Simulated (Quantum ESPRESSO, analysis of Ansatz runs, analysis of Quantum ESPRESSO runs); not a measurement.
# Reproducing a measured charge-transition level: substitutional N in diamond (Quantum ESPRESSO), part 2 of 4

Subject: substitutional N in diamond. Wanted: its charge-transition level, in one set-up (PBE, SSSP 1.3 efficiency PBE, 32-site cell, PBE lattice, k: the single point 1/4 1/4 1/4 then 2x2x2 shifted, started with the impurity moved along one bond, dielectric constants 5.7 and 5.7 (handbook)). The model is a cell of 32 host atoms with 1 C taken out and 1 N put in. The level is the Fermi energy at which two charge states have equal formation energy, after a correction for the images of the charge. Other potentials or another program check that the number doesn't hang on one set of files.

Quantum ESPRESSO 7.5; PBE, SSSP 1.3 efficiency PBE, 32-site cell, PBE lattice, k: the single point 1/4 1/4 1/4 then 2x2x2 shifted, started with the impurity moved along one bond, dielectric constants 5.7 and 5.7 (handbook).

So far: The structure; Relaxation, charge +1.

## (3) Single point, charge +1

The relaxed structure is kept, and the final numbers are taken at the final level and k-points.

This step: Quantum ESPRESSO plane-wave DFT, PBE, SSSP 1.3 efficiency PBE potentials; single point of a defect supercell.

File pw.in:

```
&CONTROL
  calculation = 'scf'
  prefix = 'pwscf'
  outdir = './tmp'
  pseudo_dir = './pseudo'
  tprnfor = .true.
  disk_io = 'low'
/
&SYSTEM
  ibrav = 0
  nat = 32
  ntyp = 2
  ecutwfc = 60
  ecutrho = 480
  nbnd = 68
  occupations = 'smearing'
  smearing = 'fd'
  degauss = 0.00073499
  tot_charge = 1
  nosym = .true.
/
&ELECTRONS
  conv_thr = 3d-08
  electron_maxstep = 100
  mixing_beta = 0.5
/
ATOMIC_SPECIES
C     12.0110 C.pbe-n-kjpaw_psl.1.0.0.UPF
N     14.0070 N.pbe-n-radius_5.UPF
CELL_PARAMETERS angstrom
  -3.5720337417    3.5720337417    3.5720337417
   3.5720337417   -3.5720337417    3.5720337417
   3.5720337417    3.5720337417   -3.5720337417
ATOMIC_POSITIONS crystal
C     -0.0015032142   -0.0011675967    0.4979780048
C     -0.0009194748    0.2482205885    0.2474271867
[... 1 atom line left out ...]
C     -0.0021927453    0.7475842008    0.7467760006
[... 2 atom lines left out ...]
C      0.2497067424    0.4988625878    0.7486545034
C      0.2496733355    0.7494324056    0.4980512438
[... 1 atom line left out ...]
C      0.4985114809    0.2500102491    0.7486384681
N      0.4984720847    0.4988034083    0.4980107497
[... 1 atom line left out ...]
C      0.7472155371   -0.0018543168    0.7467824561
C      0.7491389093    0.2500385193    0.4980853619
[... 1 atom line left out ...]
C      0.7472583898    0.7475664927   -0.0026448157
[... 6 atom lines left out ...]
C      0.2466697366    0.4988444494    0.4980482294
[... 2 atom lines left out ...]
C      0.4985281161    0.2469970169    0.4980502201
C      0.4984914387    0.4988151312    0.2461858483
[... 4 atom lines left out ...]
C      0.7502417769    0.7505805969    0.7497847803
K_POINTS automatic
2 2 2 1 1 1
```

File pp_potential.in:

```
&INPUTPP
  prefix = 'pwscf'
  outdir = './tmp'
  filplot = 'potential.dat'
  plot_num = 11
/
&PLOT
  nfile = 1
  filepp(1) = 'potential.dat'
  iflag = 3
  output_format = 6
  fileout = 'potential.cube'
/
```

On the command line:

```console
> OMP_NUM_THREADS=1 mpirun -n 4 pw.x -nk 2 -in pw.in > pw.out
> OMP_NUM_THREADS=1 mpirun -n 4 pp.x -in pp_potential.in > pp_potential.out
```

Log:

```text
[banner, memory and clock lines left out]
          URL

     file C.pbe-n-kjpaw_psl.1.0.0.UPF: wavefunction(s)  2S 2P renormalized

     bravais-lattice index     =            0
     lattice parameter (alat)  =      11.6916  a.u.
     unit-cell volume          =    1230.2780 (a.u.)^3
     number of atoms/cell      =           32
     number of atomic types    =            2
     number of electrons       =       128.00
     number of Kohn-Sham states=           68
     kinetic-energy cutoff     =      60.0000  Ry
     charge density cutoff     =     480.0000  Ry
     scf convergence threshold =      3.0E-08
     mixing beta               =       0.5000
     number of iterations used =            8  plain     mixing
     Exchange-correlation= PBE
                           (   1   4   3   4   0   0   0)

     celldm(1)=  11.691630  celldm(2)=   0.000000  celldm(3)=   0.000000
     celldm(4)=   0.000000  celldm(5)=   0.000000  celldm(6)=   0.000000

     crystal axes: (cart. coord. in units of alat)
               a(1) = (  -0.577350   0.577350   0.577350 )
               a(2) = (   0.577350  -0.577350   0.577350 )
               a(3) = (   0.577350   0.577350  -0.577350 )

     reciprocal axes: (cart. coord. in units 2 pi/alat)
               b(1) = ( -0.000000  0.866025  0.866025 )
               b(2) = (  0.866025 -0.000000  0.866025 )
               b(3) = (  0.866025  0.866025  0.000000 )

     PseudoPot. # 1 for C  read from file:
     C.pbe-n-kjpaw_psl.1.0.0.UPF
     Pseudo is Projector augmented-wave + core cor, Zval =  4.0
     Generated using "atomic" code by A. Dal Corso  v.5.1
     Shape of augmentation charge: PSQ
     Using radial grid of 1073 points,  4 beta functions with:
                l(1) =   0
                l(2) =   0
                l(3) =   1
                l(4) =   1
     Q(r) pseudized with 0 coefficients

     PseudoPot. # 2 for N  read from file:
     N.pbe-n-radius_5.UPF
     Pseudo is Ultrasoft + core correction, Zval =  5.0
     Generated using "atomic" code by A. Dal Corso  v.5.1
     Using radial grid of 1085 points,  4 beta functions with:
                l(1) =   0
                l(2) =   0
                l(3) =   1
                l(4) =   1
     Q(r) pseudized with 0 coefficients

     atomic species   valence    mass     pseudopotential
     C                 4.00    12.01100     C ( 1.00)
     N                 5.00    14.00700     N ( 1.00)

     No symmetry found

   Cartesian axes

     site n.     atom                  positions (alat units)
         1        C      tau(   1) = (   0.2877015   0.2873140  -0.2890497  )
         2        C      tau(   2) = (   0.2866932  -0.0009889  -0.0000728  )
         3        C      tau(   3) = (   0.2877053  -0.2899590   0.2882463  )
         4        C      tau(   4) = (   0.8640352  -0.0017326  -0.0007994  )
         5        C      tau(   5) = (  -0.0006207   0.2863473  -0.0000723  )
         6        C      tau(   6) = (  -0.0006167  -0.0010052   0.2872253  )
         7        C      tau(   7) = (   0.5760861   0.2883857  -0.0000492  )
         8        C      tau(   8) = (   0.5760861  -0.0009860   0.2892839  )
         9        C      tau(   9) = (  -0.2895861   0.2873441   0.2882298  )
        10        C      tau(  10) = (   0.2887544   0.5756989  -0.0000674  )
        11        N      tau(  11) = (   0.2877179   0.2873354   0.2882506  )
[...]
28        C      tau(  28) = (   0.1432723  -0.1455621   0.7211679  )
        29        C      tau(  29) = (  -0.1452002   0.7202570   0.1438073  )
        30        C      tau(  30) = (  -0.1451203   0.4318149   0.4327204  )
        31        C      tau(  31) = (  -0.1452184   0.1429002   0.7211681  )
        32        C      tau(  32) = (   0.4330841   0.4326928   0.4336118  )

     number of k points=     4  Fermi-Dirac smearing, width (Ry)=  0.0007
                       cart. coord. in units 2pi/alat
        k(    1) = (   0.4330127   0.4330127   0.4330127), wk =   0.5000000
        k(    2) = (   0.0000000   0.0000000   0.4330127), wk =   0.5000000
        k(    3) = (   0.0000000   0.4330127   0.0000000), wk =   0.5000000
        k(    4) = (  -0.4330127   0.0000000   0.0000000), wk =   0.5000000

     Dense  grid:   218679 G-vectors     FFT dimensions: (  81,  81,  81)

     Smooth grid:    77413 G-vectors     FFT dimensions: (  60,  60,  60)

     Check: negative core charge=   -0.000003

     Initial potential from superposition of free atoms

     starting charge     128.9987, renormalised to     128.0000
     Starting wfcs are  128 randomized atomic wfcs
     Checking if some PAW data can be deallocated...

     Self-consistent Calculation

     iteration #  1     ecut=    60.00 Ry     beta= 0.50
     Davidson diagonalization with overlap
     ethr =  1.00E-02,  avg # of iterations =  2.0

     total energy              =    -592.53278134 Ry
     estimated scf accuracy    <       1.93390568 Ry

     iteration #  2     ecut=    60.00 Ry     beta= 0.50
     Davidson diagonalization with overlap
     ethr =  1.51E-03,  avg # of iterations =  2.0

     total energy              =    -592.53869822 Ry
     estimated scf accuracy    <       0.31642694 Ry

     iteration #  3     ecut=    60.00 Ry     beta= 0.50
     Davidson diagonalization with overlap
     ethr =  2.47E-04,  avg # of iterations =  5.8

     total energy              =    -592.56868547 Ry
     estimated scf accuracy    <       0.02851635 Ry

     iteration #  4     ecut=    60.00 Ry     beta= 0.50
     Davidson diagonalization with overlap
     ethr =  2.23E-05,  avg # of iterations =  8.0

     total energy              =    -592.57383281 Ry
     estimated scf accuracy    <       0.00111398 Ry

     iteration #  5     ecut=    60.00 Ry     beta= 0.50
     Davidson diagonalization with overlap
     ethr =  8.70E-07,  avg # of iterations =  4.5

     total energy              =    -592.57410078 Ry
     estimated scf accuracy    <       0.00020336 Ry

     iteration #  6     ecut=    60.00 Ry     beta= 0.50
     Davidson diagonalization with overlap
     ethr =  1.59E-07,  avg # of iterations =  4.0

     total energy              =    -592.57414801 Ry
     estimated scf accuracy    <       0.00003384 Ry

     iteration #  7     ecut=    60.00 Ry     beta= 0.50
     Davidson diagonalization with overlap
     ethr =  2.64E-08,  avg # of iterations =  3.8

     total energy              =    -592.57415601 Ry
     estimated scf accuracy    <       0.00000043 Ry

     iteration #  8     ecut=    60.00 Ry     beta= 0.50
     Davidson diagonalization with overlap
     ethr =  3.37E-10,  avg # of iterations =  5.8

     total energy              =    -592.57415650 Ry
     estimated scf accuracy    <       0.00000046 Ry

     iteration #  9     ecut=    60.00 Ry     beta= 0.50
     Davidson diagonalization with overlap
     ethr =  3.37E-10,  avg # of iterations =  2.0

     total energy              =    -592.57415657 Ry
     estimated scf accuracy    <       0.00000004 Ry

     iteration # 10     ecut=    60.00 Ry     beta= 0.50
     Davidson diagonalization with overlap
     ethr =  2.93E-11,  avg # of iterations =  4.8

     End of self-consistent calculation

          k = 0.4330 0.4330 0.4330 (  9700 PWs)   bands (ev):

    -8.1791  -6.3440  -6.3438  -6.3435  -4.1677  -2.4150  -2.4141  -2.4140
    -2.0620  -2.0618  -2.0055  -2.0052  -2.0047  -2.0034  -2.0020  -2.0019
     1.5639   2.0474   2.0475   2.0476   2.5919   2.5920   2.5921   2.6120
     2.6121   2.6123   2.6522   2.6525   5.7706   5.7708   5.7712   6.0837
     6.4810   6.4811   6.6113   6.6114   6.6116   6.6118   6.6120   6.6121
     6.7019   6.7021   6.7024   6.8057   8.0346   8.0349   8.0350   8.3676
     8.3678   8.3679   8.5038   8.5041   8.5396   8.5550   8.5560   8.5562
    11.1360  11.1360  11.1364  11.5971  11.5973  11.6205  11.6208  11.6209
    17.6030  18.7635  18.7642  18.7656

          k = 0.0000 0.0000 0.4330 (  9621 PWs)   bands (ev):

    -8.3750  -6.5884  -5.3170  -5.3164  -5.1299  -3.9821  -3.2386  -3.2280
    -3.2279  -3.0703  -1.8201  -1.2096  -1.2090  -1.0316   0.3007   0.7547
[...]
17.1135  18.0196  18.8134  19.2026

          k = 0.0000 0.4330 0.0000 (  9621 PWs)   bands (ev):

[...]
17.1136  18.0198  18.8132  19.2030

          k =-0.4330 0.0000 0.0000 (  9621 PWs)   bands (ev):

[...]
2.8005   2.9887   4.2532   4.2533   4.2828   4.4820   4.5090   5.6558
     5.7880   5.7887   6.0166   6.3949   6.5525   6.5532   6.8545   7.3475
     7.3478   7.4216   7.7125   7.7129   7.7344   7.8123   7.9032   7.9035
     7.9746   8.5226   8.6952   8.6956   8.7183   9.9826   9.9828  10.1366
    10.3233  10.3953  10.4762  10.4763  10.5235  11.5030  11.5034  11.8428
    17.1137  18.0198  18.8132  19.2019

     the Fermi energy is    12.3585 ev

!    total energy              =    -592.57415658 Ry
     estimated scf accuracy    <       0.00000002 Ry
     smearing contrib. (-TS)   =       0.00000000 Ry
     internal energy E=F+TS    =    -592.57415658 Ry

     The total energy is F=E-TS. E is the sum of the following terms:
     one-electron contribution =     130.52850421 Ry
     hartree contribution      =      32.75256875 Ry
     xc contribution           =    -149.53334453 Ry
     ewald contribution        =    -415.29238850 Ry
     one-center paw contrib.   =    -191.02949650 Ry

     convergence has been achieved in  10 iterations

     Forces acting on atoms (cartesian axes, Ry/au):

     atom    1 type  1   force =     0.00018520    0.00019699   -0.00014603
     atom    2 type  1   force =    -0.00077180    0.00006629    0.00001520
     atom    3 type  1   force =     0.00017228   -0.00014850    0.00014135
     atom    4 type  1   force =    -0.00059096    0.00033261    0.00027522
     atom    5 type  1   force =     0.00007748   -0.00099641    0.00004126
     atom    6 type  1   force =     0.00004261    0.00010510   -0.00083607
     atom    7 type  1   force =    -0.00010440    0.00064284   -0.00012712
     atom    8 type  1   force =    -0.00011736   -0.00000471    0.00068158
     atom    9 type  1   force =    -0.00011609    0.00004048    0.00015468
     atom   10 type  1   force =     0.00070292   -0.00009721   -0.00007833
[...]
atom   28 type  1   force =    -0.00027526    0.00016831   -0.00004378
     atom   29 type  1   force =     0.00024452   -0.00005299   -0.00025946
     atom   30 type  1   force =     0.00000128   -0.00009166   -0.00010408
     atom   31 type  1   force =     0.00027427   -0.00031946   -0.00006821
     atom   32 type  1   force =     0.00094861    0.00095777    0.00094743

     Total force =     0.004168     Total SCF correction =     0.000306
```

The job ended after 26 s (4 MPI ranks of Arm Neoverse V2, shared host; peak memory 0.63 GiB; 1.8 min of CPU time).

[end of part 2 of 4]

[Logs are printed without paths, hosts, clocks, repeated set-up lines and the standing remarks that a program may print on its own settings, such as how far it seeks lower states.]

[Hosts, paths, dates, database ids (printed as entryN), source tags and the programs' standing remarks are cut or masked in the printed files.]

[For some hosts the program warned that the k-mesh of the response run may be too coarse for force constants and the static dielectric constant; such warnings are not shown here.]
